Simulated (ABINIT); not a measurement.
# GaN (F-43m): G0W0 in ABINIT against the exchange cutoff

How does the gap of GaN (F-43m) converge in the exchange cutoff?

Program: ABINIT 10.8.3. Level of theory: LDA and many-body steps on it, plane waves. Results are calculated unless marked as measured.

Most raw output is cut from this account.

### 1. Set-up

Symmetry: F-43m, No. 216, cubic system. The conventional cell has a = 4.507 Å, b = 4.507 Å, c = 4.507 Å, α = 90.00°, β = 90.00°, γ = 90.00°. Nearest to Ga lie 4 N at 1.95 Å. Nearest to N lie 4 Ga at 1.95 Å. Farther neighbours and most contacts between anions are not listed.

The cell and positions are those that the Materials Project relaxed with its own functionals (PBE, PBE+U or r2SCAN), kept fixed. This is not the form that GaN usually takes at ambient conditions.

### 2. Screening, 4×4×4 mesh, 26 bands, screening to 130.6 eV

This step: ABINIT 10.8.3; RPA screening on LDA, plane waves, norm-conserving pseudopotentials.

The RPA dielectric matrix is built and inverted for each q.

Contents of run.abi:

```
acell 3*1.0 Angstrom
rprim 
  0.000000000000 2.253500607500 2.253500607500
  2.253500607500 0.000000000000 2.253500607500
  2.253500607500 2.253500607500 0.000000000000
ntypat 2
znucl 31 7
natom 2
typat 1 2
xred 
  0.000000000000 0.000000000000 0.000000000000
  0.750000000000 0.750000000000 0.750000000000
pp_dirpath "pseudos"
pseudos "Ga.upf, N.upf"
ecut 36
ngkpt 4 4 4
nshiftk 1
shiftk 0 0 0
kptopt 1
chksymbreak 0
istwfk *1
occopt 1
irdwfk 1
optdriver 3
nband 26
ecuteps 4.8
inclvkb 2
awtr 1
symchi 1
indata_prefix "in"
outdata_prefix "out"
tmpdata_prefix "tmp"
```

Launch:

```
OMP_NUM_THREADS=1 mpirun -n 4 abinit run.abi > log
```

Run time: 3.6 s. Hardware: 4 MPI ranks of Arm Neoverse V2, shared host; peak memory 0.37 GiB.

Numbers from this step:

* ε∞ with local fields, on this mesh, along the program's q direction: 8.962
* the same without local fields: 9.523
* plasma frequency: 32.93 eV
* plane waves in the screening matrix: 65

Local fields lower ε∞ by 6 %. On a Γ-centred mesh this coarse the value itself is usually too large, while a short band sum pulls it down.

### 3. 3.6 Ha

This step: G0W0 on LDA, plane waves, norm-conserving pseudopotentials.

run.abi, as its differences from that of step 2:

```diff
@@ -23,8 +23,15 @@
 irdwfk 1
-optdriver 3
+optdriver 4
 nband 26
+gwcalctyp 0
+ecutsigx 3.6
+symsigma 1
+nkptgw 1
+kptgw 
+  0.0000000000 0.0000000000 0.0000000000
+bdgw 
+  7 13
 ecuteps 4.8
-inclvkb 2
-awtr 1
-symchi 1
+irdscr 1
+ppmodel 1
 indata_prefix "in"
```

Wall time 2.1 s (4 MPI ranks); peak memory 0.09 GiB; 8 s of CPU time.

Numbers from this step:

* G0W0 gap on the points computed: 1.788 eV
* starting gap on the mesh: 1.770 eV
* k of the valence top: 0, 0, 0
* k of the conduction bottom: 0, 0, 0
* Z at the valence top: 0.791
* Z at the conduction bottom: 0.815
* least direct G0W0 gap on the computed points: 1.788 eV

### 4. 7.2 Ha

run.abi, as its differences from that of step 3:

```diff
@@ -26,3 +26,3 @@
 gwcalctyp 0
-ecutsigx 3.6
+ecutsigx 7.2
 symsigma 1
```

Elapsed: 2.1 s, on 4 MPI ranks; peak memory 0.09 GiB; 8.1 s of CPU time.

This step gave:

```
G0W0 gap on the points computed              : 1.871 eV
starting gap on the mesh                     : 1.770 eV
k of the valence top                         : 0, 0, 0
k of the conduction bottom                   : 0, 0, 0
Z at the valence top                         : 0.791
Z at the conduction bottom                   : 0.815
least direct G0W0 gap on the computed points : 1.871 eV
```

### 5. 14.4 Ha

The self-energy is evaluated for the states that the input lists, and the levels follow from it, in one-shot runs by the linearised quasiparticle equation.

run.abi, as its differences from that of step 4:

```diff
@@ -26,3 +26,3 @@
 gwcalctyp 0
-ecutsigx 7.2
+ecutsigx 14.4
 symsigma 1
```

It took 2.1 s on 4 MPI ranks; peak memory 0.09 GiB.

Numbers from this step:

```
G0W0 gap on the points computed              : 2.101 eV
starting gap on the mesh                     : 1.770 eV
k of the valence top                         : 0, 0, 0
k of the conduction bottom                   : 0, 0, 0
least direct G0W0 gap on the computed points : 2.101 eV
```

The gap on the mesh goes from 1.77 eV to 2.10 eV, a correction of +0.33 eV.

### 6. 25.2 Ha

run.abi, as its differences from that of step 5:

```diff
@@ -26,3 +26,3 @@
 gwcalctyp 0
-ecutsigx 14.4
+ecutsigx 25.2
 symsigma 1
```

Elapsed: 2.2 s, on 4 MPI ranks; peak memory 0.09 GiB.

This step gave:

| Quantity | Value |
| --- | --- |
| G0W0 gap on the points computed | 2.228 eV |
| starting gap on the mesh | 1.770 eV |
| k of the valence top | 0, 0, 0 |
| k of the conduction bottom | 0, 0, 0 |
| least direct G0W0 gap on the computed points | 2.228 eV |

Against the run before, the gap moves by +0.127 eV.

### 7. 36 Ha

run.abi, as its differences from that of step 6:

```diff
@@ -26,3 +26,3 @@
 gwcalctyp 0
-ecutsigx 25.2
+ecutsigx 36
 symsigma 1
```

The job ended after 2.2 s (4 MPI ranks; peak memory 0.11 GiB; 8.3 s of CPU time).

This step gave:

- G0W0 gap on the points computed: 2.262 eV
- starting gap on the mesh: 1.770 eV
- k of the valence top: 0, 0, 0
- k of the conduction bottom: 0, 0, 0
- least direct G0W0 gap on the computed points: 2.262 eV

Against the run before, the gap moves by +0.034 eV.

### 8. Side by side

Times are wall times on 4 MPI ranks of Arm Neoverse V2, shared host, good to a factor of about two. A run's time includes the screening step that it read.

```
    run   mesh  bands  screening cutoff (eV)  DFT gap (eV)  gap on the mesh (eV)  direct (eV)  ε∞ used   time
 3.6 Ha  4×4×4     26                  130.6         1.770                 1.788        1.788     8.96  5.7 s
 7.2 Ha  4×4×4     26                  130.6         1.770                 1.871        1.871     8.96  5.7 s
14.4 Ha  4×4×4     26                  130.6         1.770                 2.101        2.101     8.96  5.7 s
25.2 Ha  4×4×4     26                  130.6         1.770                 2.228        2.228     8.96  5.7 s
  36 Ha  4×4×4     26                  130.6         1.770                 2.262        2.262     8.96  5.8 s
```

### 9. What came out

```json
{
 "3.6 Ha": "1.788 eV",
 "7.2 Ha": "1.871 eV",
 "14.4 Ha": "2.101 eV",
 "25.2 Ha": "2.228 eV",
 "36 Ha": "2.262 eV",
 "known limits": "not at the basis limit; exchange with frozen shells missing; no spin-orbit coupling; coarse k mesh"
}
```

**Reading.** The setting moved: exchange cutoff. From 3.6 Ha to 36 Ha the gap moves by +0.47 eV. The last step still moves it by +0.034 eV. Bands and screening cutoff are coupled, so a series along one setting does not show full convergence. Below the screening cutoff the correlation part is cut too. Bands and cutoff are finite, so the gap is not at the basis limit. The miss can reach some tenths of an eV and take either sign; the mesh is an error of its own. In the G0W0 runs levels were corrected at 1 k point alone, so a gap called «on the mesh» is the least over those, and an edge elsewhere would be missed. The 4×4×4 mesh is coarse for this cell, which bears on the long-range parts of exchange and screening. The norm-conserving file of at least one element keeps a d shell over frozen s and p shells of the same row. Exchange with those shells is missing from the self-energy, an error of 0.3 to 0.9 eV in cases checked, whose sign depends on which edge lies on those atoms. The many-body steps are scalar-relativistic: spin-orbit coupling is not in them.

[Paths, hosts, dates, memory and timing lines, banners, echoed tables and standing remarks are left out of the program output.]

[Logs are printed without paths, hosts, clocks, repeated set-up lines and the standing remarks that a program may print on its own settings, such as how far it seeks lower states.]

[Runs of the session that timed out or met a known fault of the program may be left out.]

[Hosts, paths, dates, database ids (printed as entryN), source tags and the programs' standing remarks are cut or masked in the printed files.]

[G0W0 gaps are taken among the corrected bands and points alone; a level outside them can change the order at an edge.]

[Where Ansatz stands beside ABINIT at settings called matched, ABINIT's density can come from a denser mesh and the files from another edition; pairs whose starting gaps differed by over 0.03 eV were left out, so agreement reads better than it is.]
